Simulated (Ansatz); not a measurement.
# CaO (Fm-3m):Al_Ca, thermodynamic levels from a 54-atom cell

Aim: at which Fermi levels does Al_Ca in CaO (Fm-3m) change its charge? The model is a cell of 54 host atoms with 1 Ca taken out and 1 Al put in.

Method: place-levels on r2SCAN runs: charge-transition levels and formation energies with image-charge correction and potential alignment at the atomic sites; PAW set soft_1, in Ansatz 0.2.0.

**1. Starting point**

The cell holds 54 atoms: 26 Ca, 27 O and 1 Al. Cell: a = 10.173 Å, b = 10.173 Å, c = 10.173 Å, α = 60.0°, β = 60.0°, γ = 60.0°. It derives from CaO (space group Fm-3m). Nearest the centre at fractional (0.667, 0.667, 0.333): Al51 at 0.00 Å, O28 at 2.40 Å, O44 at 2.40 Å, O32 at 2.40 Å, O34 at 2.40 Å, O46 at 2.40 Å, O50 at 2.40 Å, Ca21 at 3.39 Å.

Coordinates:

```xyz
54
Lattice="0.0000 7.1931 7.1931 7.1931 0.0000 7.1931 7.1931 7.1931 0.0000" Properties=species:S:1:pos:R:3 pbc="T T T"
Ca    0.0000    0.0000    0.0000
O     2.3977    2.3977    2.3977
Ca    2.3977    2.3977    0.0000
O     4.7954    4.7954    2.3977
Ca    4.7954    4.7954    0.0000
O     7.1931    7.1931    2.3977
Ca    2.3977    0.0000    2.3977
O     4.7954    2.3977    4.7954
Ca    4.7954    2.3977    2.3977
O     7.1931    4.7954    4.7954
Ca    7.1931    4.7954    2.3977
O     9.5908    7.1931    4.7954
Ca    4.7954    0.0000    4.7954
O     7.1931    2.3977    7.1931
Ca    7.1931    2.3977    4.7954
O     9.5908    4.7954    7.1931
Ca    9.5908    4.7954    4.7954
O    11.9885    7.1931    7.1931
Ca    0.0000    2.3977    2.3977
O     2.3977    4.7954    4.7954
Ca    2.3977    4.7954    2.3977
O     4.7954    7.1931    4.7954
Ca    4.7954    7.1931    2.3977
O     7.1931    9.5908    4.7954
Ca    2.3977    2.3977    4.7954
O     4.7954    4.7954    7.1931
Ca    4.7954    4.7954    4.7954
O     7.1931    7.1931    7.1931
Ca    7.1931    7.1931    4.7954
O     9.5908    9.5908    7.1931
Ca    4.7954    2.3977    7.1931
O     7.1931    4.7954    9.5908
Ca    7.1931    4.7954    7.1931
O     9.5908    7.1931    9.5908
Ca    9.5908    7.1931    7.1931
O    11.9885    9.5908    9.5908
Ca    0.0000    4.7954    4.7954
O     2.3977    7.1931    7.1931
Ca    2.3977    7.1931    4.7954
O     4.7954    9.5908    7.1931
Ca    4.7954    9.5908    4.7954
O     7.1931   11.9885    7.1931
Ca    2.3977    4.7954    7.1931
O     4.7954    7.1931    9.5908
Ca    4.7954    7.1931    7.1931
O     7.1931    9.5908    9.5908
Ca    7.1931    9.5908    7.1931
O     9.5908   11.9885    9.5908
Ca    4.7954    4.7954    9.5908
O     7.1931    7.1931   11.9885
Al    7.1931    7.1931    9.5908
O     9.5908    9.5908   11.9885
Ca    9.5908    9.5908    9.5908
O    11.9885   11.9885   11.9885
```

Known beforehand: the electronic dielectric constant, 3.85, and the static one, 16.67, computed on the host (DFPT, PBEsol, on the r2SCAN cell), and a cell off the functional's own equilibrium shifts the ionic part.

The cell's shortest repeat is 10.2 Å.

**2. The runs of each charge state**

A transition level is the Fermi level at which two charge states cost the same, so each charge needs its own total energy, at its own relaxed structure.

Each atom starts 0.05 Å or so off its site in a random direction: a symmetric start keeps its symmetry, and would miss off-centre moves and Jahn–Teller distortions. Forces are taken at one point at (¼, ¼, ¼). The cell holds 1 electron more than the neutral one, with a uniform background that keeps it neutral on the whole.

The sampling was tested on the host first: at the k-points planned (1x1x1 shifted 0.25 0.25 0.25) its energy lies 0.005 eV an atom from the dense-mesh value, under the bound of 0.02 eV set for this test; that bounds the host's error, not the defect's.

One state's input; the others differ in charge, spin, start and seed, and in occupations where the table says so.

Input file qm1.relax/input.yaml:

```yaml
crystal:
  lattice:
    - [0.0, 2.39769239, 2.39769239]
    - [2.39769239, 0.0, 2.39769239]
    - [2.39769239, 2.39769239, 0.0]
  atoms:
    - { symbol: Ca, position: [0.0, 0.0, 0.0] }
    - { symbol: O, position: [0.5, 0.5, 0.5] }
  supercell: [3, 3, 3]
  defects: [{ substitution: { at: 50, symbol: Al } }]
total_charge: -1
basis:
  ecutwfc: 500
  xc_grid: 2
hamiltonian:
  xc: r2scan
  pseudopotentials: { kind: paw, azcp: { folder: soft_1 } }
kpoints:
  mp_grid: { grid: [1, 1, 1], shift: [0.25, 0.25, 0.25] }
scf:
  occupations: { method: fixed }
  max_iter: 80
output:
  forces: true
  charged_corrections: { epsilon: 3.85, static_epsilon: 16.67 }
relax:
  f_tol: 0.02
  max_steps: 80
  random_displacement: { amplitude: 0.05, seed: 612 }
checkpoint:
  write: "../qm1.relax.run"
  compress: false
  write_wavefunctions: true
  write_every: 100000
```

Launch:

```sh
$ ansatz run input.yaml --threads 4 --pin off --max-ram 7536MiB --backend cpu --events-out ev --progress --plain --runs-dir out
```

The relaxed structure is kept and the sampling changed to a 2×2×2 shifted mesh.

The run of this state that the levels use, under r2SCAN:

Input file qm1.point/input.yaml:

```yaml
crystal:
  checkpoint: "../qm1.relax.run"
  host: checkpoint
total_charge: -1
basis:
  ecutwfc: 500
  xc_grid: 2
hamiltonian:
  xc: r2scan
  pseudopotentials: { kind: paw, azcp: { folder: soft_1 } }
kpoints:
  mp_grid: { grid: [2, 2, 2], shift: [0.5, 0.5, 0.5] }
scf:
  occupations: { method: fermi_dirac, width: 0.01 }
  max_iter: 80
output:
  forces: true
  eigenvalues: true
  charged_corrections:
    epsilon: 3.85
    static_epsilon: 16.67
    defect_position: [0.666667, 0.666667, 0.333333]
  eigenstates: { localisation: true }
  populations: true
  band_densities: [{ bands: [v1, v1] }, { bands: [c1, c1] }]
  write_density: true
  write_potential: true
  volumetric_format: npy
checkpoint:
  read: "../qm1.relax.run"
  write: "../qm1.point.run"
  compress: false
  write_wavefunctions: false
  write_every: 100000
```

Relaxations under r2SCAN at one point at (¼, ¼, ¼); times on 4 threads of Arm Neoverse V1, shared host:

| charge | moment (μB) | occupations | outcome | steps | largest displacement against the far atoms (Å) | time |
| --- | --- | --- | --- | --- | --- | --- |
| −1 | 0 | fixed | converged | 10 | 0.48 | 2.5 min |
| 0 | 1 | fixed | converged | 10 | 0.54 | 5.7 min |
| +1 | 0 | fixed | converged | 6 | 0.32 | 1.8 min |
| −1 | 2 | fixed | converged | 13 | 0.55 | 7.9 min |

Single points under r2SCAN at a 2×2×2 shifted mesh; times on 4 threads of Arm Neoverse V1, shared host:

| charge | moment (μB) | occupations | outcome | time |
| --- | --- | --- | --- | --- |
| −1 | 0 | fermi-dirac | converged | 1.8 min |
| 0 | 1 | fermi-dirac | converged | 3.8 min |
| +1 | 0 | fermi-dirac | converged | 99 s |
| −1 | 2 | fermi-dirac | converged | 4.1 min |

Distances (Å) from Al51 to the nearest atoms after relaxation with r2SCAN:

| charge | moment (μB) | 1. | 2. | 3. | 4. | 5. | 6. |
| --- | --- | --- | --- | --- | --- | --- | --- |
| −1 | 0 | O 2.00 | O 2.00 | O 2.00 | O 3.03 | O 3.03 | O 3.03 |
| −1 | 2 | O 1.87 | O 1.87 | O 1.87 | O 2.96 | O 2.97 | O 2.97 |
| 0 | 1 | O 1.87 | O 1.87 | O 1.87 | O 2.96 | O 2.96 | O 2.96 |
| +1 | 0 | O 2.08 | O 2.08 | O 2.08 | O 2.08 | O 2.08 | O 2.09 |

**3. Levels against the band edges, r2SCAN**

A charged cell interacts with its images and the background, and its potential has another zero than the host's. place-levels removes the first by a point-charge model, screened by the static dielectric constant since the ions have relaxed around the charge, and the second by comparing potentials at atoms far from the defect.

The host is a run of the defect-free crystal in the same cutoffs, grids and k-points, so that basis and sampling errors cancel in part in the differences. The host is run in a cell of 2 atoms on a matching mesh. Its band edges are searched through the zone by a band path, so the gap is smaller than, or equal to, that on the mesh. Chemical potentials are energies per atom of Ca (fcc) and Al (fcc), run with the same functional and cutoff.

Input file levels.point.yaml:

```yaml
host:
  run: host.point.run
states: [qm1.point.run, q0_M1.point.run, qp1.point.run, qm1_M2.point.run]
geometry_from:
  qm1.point.run: qm1.relax.run
  q0_M1.point.run: q0_M1.relax.run
  qp1.point.run: qp1.relax.run
  qm1_M2.point.run: qm1_M2.relax.run
chemical_potentials:
  Ca:
    energy: -1821.671293
    dataset: <sha256 of the dataset>
  Al:
    energy: -540.418346
    dataset: <sha256 of the dataset>
epsilon: 3.85
static_epsilon: 16.67
vertical:
  - { from: qm1.point.run, to: qm1.point_neutral.run }
  - { from: qp1.point.run, to: qp1.point_neutral.run }
  - { from: qm1_M2.point.run, to: qm1_M2.point_neutral.run }
```

Launch:

```sh
$ ansatz place-levels levels.point.yaml -- --threads 4 --pin off --max-ram 7536MiB
```

Numbers of over 12 decimals in the logs are rounded to 6 here.

The log of the run:

```text
[... repeated set-up lines and file paths are left out, and long positions are rounded to six places ...]
(+1/0) 4.258 eV above the valence edge, in the conduction band
(0/-1) 4.578 eV above the valence edge, in the conduction band
formation energy of charge +1: -0.578 eV with the Fermi level at the valence edge
formation energy of charge 0: +3.681 eV with the Fermi level at the valence edge
formation energy of charge -1: +8.258 eV with the Fermi level at the valence edge
vertical -1 to 0: no energy, since no alignment is typed
  the change from vertical[0].from (qm1.point.run) to vertical[0].to (qm1.point_neutral.run): by its potential at epsilon 3.85 it stands at 0.682 0.681 0.350, with an rms radius of about 1.8 Å (1.1 1.1 1.1 Å across the planes of the cell's vectors); [...]
vertical +1 to 0: no energy, since no alignment is typed
  the change from vertical[1].from (qp1.point.run) to vertical[1].to (qp1.point_neutral.run): by its potential at epsilon 3.85 it stands at 0.167 0.166 0.833, with an rms radius of about 5.2 Å (3.0 3.0 3.0 Å across the planes of the cell's vectors); [...]
vertical -1 to 0: no energy, since no alignment is typed
  the change from vertical[2].from (qm1_M2.point.run) to vertical[2].to (qm1_M2.point_neutral.run): by its potential at epsilon 3.85 it stands at 0.299 0.116 0.779, with an rms radius of about 5.5 Å (3.3 3.1 3.1 Å across the planes of the cell's vectors); [...]
  edges by r2scan, gap 4.197 eV; the host is sampled to repeats of 20.35 Å
  the defect's cells are sampled to repeats of 20.35 Å, like sampling
  charge +1: -63367.2924 eV with its correction of -0.020 eV, at epsilon 16.67, aligned at sites: -0.1577 eV, mean over 21 atomic sites at or beyond 5.09 Å from the defect at [0.6667, 0.6667, 0.3333], with +0.000000 for the charge's moments and without [...]
  charge 0: +0.000 eV for its dipole among its images, +0.187 omitted
  charge -1: -63343.5826 eV with its correction of +0.294 eV, at epsilon 16.67, aligned at sites: -0.1563 eV, mean over 21 atomic sites at or beyond 5.09 Å from the defect at [0.6667, 0.6667, 0.3333], with -0.000000 for the charge's moments and without [...]
  charge -1: states[3] (qm1_M2.point.run) stands 0.074 eV higher, with a moment of 2.00 μB against 0.00
  states[3] (qm1_M2.point.run): levels filled in part (TS 0.003 eV): its energy is of no whole electron's
  of states[2] (qp1.point.run): it parts from the run at its places by a charge that spreads by about 3 Å along one vector (1.4 Å or more is wide), by its potential at epsilon 3.85, taken for that of held ions (one typed too small widens it), where the cell [...]
  of states[1] (q0_M1.point.run): its alignment with the host at atomic sites is doubtful: the cell is too small to show whether the defect's potential has decayed: take a larger one; [...]
  of states[0] (qm1.point.run): its alignment with the host at atomic sites is doubtful: the cell is too small to show whether the defect's potential has decayed: take a larger one; [...]
  of states[3] (qm1_M2.point.run): it parts from the run at its places by a charge that spreads by about 3.3 Å along one vector (1.4 Å or more is wide), by its potential at epsilon 3.85, taken for that of held ions (one typed too small widens it), where the [...]
  of vertical[0].to (qm1.point_neutral.run): stability_check_not_made
  of vertical[1].from (qp1.point.run): it parts from the run at its places by a charge that spreads by about 3 Å along one vector (1.4 Å or more is wide), by its potential at epsilon 3.85, taken for that of held ions (one typed too small widens it), where the [...]
  vertical[1].to (qp1.point_neutral.run): levels filled in part (TS 0.003 eV): its energy is of no whole electron's
  of vertical[1].to (qp1.point_neutral.run): its moments are held at its close (magnetization.spin_locking), by a field of 0.084 eV a Bohr magneton, and its energy and levels are of the state that this holds: a run that lets them go can end lower; [...]
  vertical[2].from (qm1_M2.point.run): levels filled in part (TS 0.003 eV): its energy is of no whole electron's
  of vertical[2].from (qm1_M2.point.run): its moments are held at its close (magnetization.spin_locking), by a field of 0.085 eV a Bohr magneton, and its energy and levels are of the state that this holds: a run that lets them go can end lower; [...]
  of vertical[2].to (qm1_M2.point_neutral.run): stability_check_not_made
```

Wall time 0.46 s (4 threads of Arm Neoverse V1, shared host).

Levels between the charges placed, in eV above the valence top:

|  | gap (eV) | (+1/0) | (0/−1) |
| --- | --- | --- | --- |
| r2SCAN | 4.20 | 4.26 | 4.58 |

Corrections by state:

| charge | moment (μB) | image terms and alignment (eV) | band filling (eV) | ε used | over the lowest of its charge, as the program ranks them, band filling apart (eV) |
| --- | --- | --- | --- | --- | --- |
| +1 | 0.0 | -0.020 | - | 16.67 | 0.000 |
| 0 | 1.0 | 0.000 | - | - | 0.000 |
| −1 | 0.0 | 0.294 | - | 16.67 | 0.000 |
| −1 | 2.0 | 0.243 | - | 16.67 | 0.074 |

The charged structures listed were also run neutral, and place-levels reads from each pair, by the potential or the spins, how wide the charge is by which they differ; that can be the carrier of either run.

| charge | rms radius (Å) | spread where it is widest against the cell (Å) | wide from (Å) | reading |
| --- | --- | --- | --- | --- |
| +1 | 5.2 | 2.99 | 1.44 | wide |
| −1 | 1.8 | 1.06 | 1.44 | narrow |

The neutral runs of these pairs need not share the spin of the lowest neutral state, and very wide values only mean spread over the cell.

From the program's caveats on the states, each cut to its opening words:

- charge +1: it parts from the run at its places by a charge that spreads by about 3 Å along one vector (1.4 Å or more is wide), by its potential at epsilon 3.85, taken for [...]
- charge +1, 0 (1 μB), −1, −1 (2 μB): its alignment with the host at atomic sites is doubtful: the cell is too small to show whether the defect's potential has decayed: take a larger one
- charge 0 (1 μB): the far atoms show a dipole or second moment of the defect's charge, for which the correction takes or leaves out 0.187 eV: further moments aren't read, and [...]
- charge 0 (1 μB), −1 (2 μB): flagged: stability check not made
- charge −1: the far atoms show a dipole or second moment of the defect's charge, for which the correction takes or leaves out 0.374 eV: further moments aren't read, and [...]
- charge −1 (2 μB): it parts from the run at its places by a charge that spreads by about 3.3 Å along one vector (1.4 Å or more is wide), by its potential at epsilon 3.85, taken [...]
- charge −1 (2 μB): the far atoms show a dipole or second moment of the defect's charge, for which the correction takes or leaves out 0.153 eV: further moments aren't read, and [...]
- charge −1 (2 μB): its moments are held at its close (magnetization.spin_locking), by a field of 0.085 eV a Bohr magneton, and its energy and levels are of the state that this [...]

The host's formation energy from the elements is -3.216 eV per atom; it sets how far the chemical potentials can move.

Formation energies (eV), Ca-rich (Δμ(Ca) = 0.00 eV, Δμ(O) = -6.43 eV, Δμ(Al) = 0.00 eV):

| charge | Fermi level at the valence top | at the conduction bottom |
| --- | --- | --- |
| +1 | -0.58 | 3.62 |
| 0 | 3.68 | 3.68 |
| −1 | 8.26 | 4.06 |

Formation energies (eV), O-rich (Δμ(O) = 0.00 eV, Δμ(Ca) = -6.43 eV, Δμ(Al) = 0.00 eV):

| charge | Fermi level at the valence top | at the conduction bottom |
| --- | --- | --- |
| +1 | -7.01 | -2.81 |
| 0 | -2.75 | -2.75 |
| −1 | 1.83 | -2.37 |

**4. The same at the relaxations' own k-points**

The relaxations' own energies give the levels at their sampling, for comparison.

Input file levels.relax_mesh.yaml:

```yaml
host:
  run: host.relax.run
states: [qm1.relax.run, q0_M1.relax.run, qp1.relax.run, qm1_M2.relax.run]
chemical_potentials:
  Ca:
    energy: -1821.671293
    dataset: <sha256 of the dataset>
  Al:
    energy: -540.418346
    dataset: <sha256 of the dataset>
```

Launch:

```sh
$ ansatz place-levels levels.relax_mesh.yaml -- --threads 4 --pin off --max-ram 7536MiB
```

The log of the run:

```text
(+1/0) 4.198 eV above the valence edge, in the conduction band
(0/-1) 4.526 eV above the valence edge, in the conduction band
formation energy of charge +1: -0.575 eV with the Fermi level at the valence edge
formation energy of charge 0: +3.623 eV with the Fermi level at the valence edge
formation energy of charge -1: +8.149 eV with the Fermi level at the valence edge
  edges by r2scan, gap 4.183 eV; the host is sampled to repeats of 10.17 Å
[... the lines on each state left out ...]
```

It took 0.13 s on 4 threads.

Levels between neighbouring charges, in eV above the valence top:

|  | gap (eV) | (+1/0) | (0/−1) |
| --- | --- | --- | --- |
| one point at (¼, ¼, ¼) | 4.18 | 4.20 | 4.53 |
| a 2×2×2 shifted mesh | 4.20 | 4.26 | 4.58 |

Going from one point at (¼, ¼, ¼) to a 2×2×2 shifted mesh moves the levels that carry no band-filling term by up to 0.06 eV and formation energies against the elements by up to 0.11 eV.

**5. Results**

| Property | Result |
| --- | --- |
| gap of the host | 4.20 eV (r2SCAN) |
| level (plus 1/0) | 4.26 eV above the valence top, past the conduction bottom |
| level (0/minus 1) | 4.58 eV above the valence top, past the conduction bottom |
| lowest of the charges placed, just above the valence top (0.02 eV) | +1 |
| lowest of the charges placed, just below the conduction bottom (0.02 eV) | +1 |
| lowest formation energy at mid-gap of the charges run, Ca-rich | 1.52 eV |
| lowest formation energy at mid-gap of the charges run, O-rich | -4.91 eV |

What this shows: Of the charges placed (−1, 0 and +1), +1 is the lowest from 0.02 eV above the valence top to 0.02 eV below the conduction bottom, a gap of 4.20 eV. (+1/0) lies 0.06 eV from a band edge, less than the doubt on such levels. Charges above +1 were not placed, so these runs say nothing of levels that involve them. States placed: +1 at 0 μB; 0 at 1 μB; −1 at 0 μB and 2 μB. Other spin states or structures, where not listed, weren't placed. Al is taken at its element; compounds, which aren't counted here, bound the chemical potentials and would shift these formation energies. The lowest formation energy (O-rich) is negative across the gap, so the defect would form by itself: these chemical potentials lie beyond what competing compounds allow, or the host is unstable against it. Going from one point at (¼, ¼, ¼) to a 2×2×2 shifted mesh moves the levels that carry no band-filling term by up to 0.06 eV and formation energies against the elements by up to 0.11 eV. The program doubts the alignment of potentials for at least one state, a sign that the cell is small. Keep in mind: r2SCAN makes the gap too small and tends to spread out bound carriers; where a gas molecule sets a chemical potential or the host's formation energy, its binding is uncorrected.

[Logs are printed without paths, hosts, clocks, repeated set-up lines and the standing remarks that a program may print on its own settings, such as how far it seeks lower states.]

[Hosts, paths, dates, database ids (printed as entryN), source tags and the programs' standing remarks are cut or masked in the printed files.]

[Where a table of states has a column of steps, it counts the stored structures, which are thinned; the runs took as many ionic steps or more.]

[A defect's name tells the site on which it was built; relaxed atoms can leave that site.]

[For some hosts the program warned that the k-mesh of the response run may be too coarse for force constants and the static dielectric constant; such warnings are not shown here.]
